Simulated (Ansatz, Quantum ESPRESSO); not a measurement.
**MgO [001], rock salt: pulling along c**

The c axis is held at a set length while the cell relaxes sideways. How do the lateral strain and the stress follow? The strained cell has c along the load; unstrained it is a = 2.9805 Å, b = 2.9805 Å, c = 4.2151 Å, α = 90.00°, β = 90.00°, γ = 90.00°, with 4 atoms.

Calculated with Ansatz 0.2.0, PBEsol, PAW files of the set soft_1, cutoff 600 eV, Fermi–Dirac smearing 0.02 eV, k-mesh 9×9×7, no spin polarisation, no spin-orbit coupling.

Relaxed positions at 0 %:

```
atom       x       y       z
  Mg  0.0000  0.0000  0.0000
  Mg  0.5000  0.5000  0.5000
   O  0.0000  0.0000  0.5000
   O  0.5000  0.5000  0.0000
```

```csv
ε_c (%),a (Å),c (Å),ε_a (%),"σ (GPa, tension positive)"
−3,3.0029,4.0887,0.752,−9.01
−2,2.9954,4.1308,0.498,−5.64
−1,2.9877,4.1730,0.241,−2.66
0,2.9805,4.2151,0.000,0.00
2,2.9671,4.2994,−0.450,4.43
3,2.9609,4.3416,−0.660,6.26
```

**Question.** Fit both responses and give the free strain and the stress at +1 %, a row left out above.

Least squares with y = y0 + y1 ε + y2 ε² (ε in %) gives ε_a = 0.001 + (−0.2358) ε + (0.0051) ε² and σ = 0.01 + (2.536) ε + (−0.154) ε² GPa. The linear terms put the ratio of free to applied strain at −0.236 and the Young modulus at 254 GPa.

At +1 % the free strain comes out as −0.229 %. The run itself gives −0.229 %, so the estimate misses by 0.000 %; the fitted rows themselves lie up to 0.005 % off the law.

The stress comes out as 2.40 GPa. The run itself gives 2.35 GPa, so the estimate misses by 0.05 GPa; the fitted rows themselves lie up to 0.04 GPa off the law.

Along a cube axis ν = C12/(C11 + C12) and Y = (C11 − C12)(C11 + 2C12)/(C11 + C12), so C11 = Y(1 − ν)/[(1 + ν)(1 − 2ν)] = 297 GPa and C12 = 92 GPa.

The negative ε² term means that the crystal stiffens in compression and softens in tension.

The same fit over all rows at other levels or in other programs gives the strain ratio = −0.236 with PBEsol (Quantum ESPRESSO, GBRV).

[Logs are printed without paths, hosts, clocks, repeated set-up lines and the standing remarks that a program may print on its own settings, such as how far it seeks lower states.]
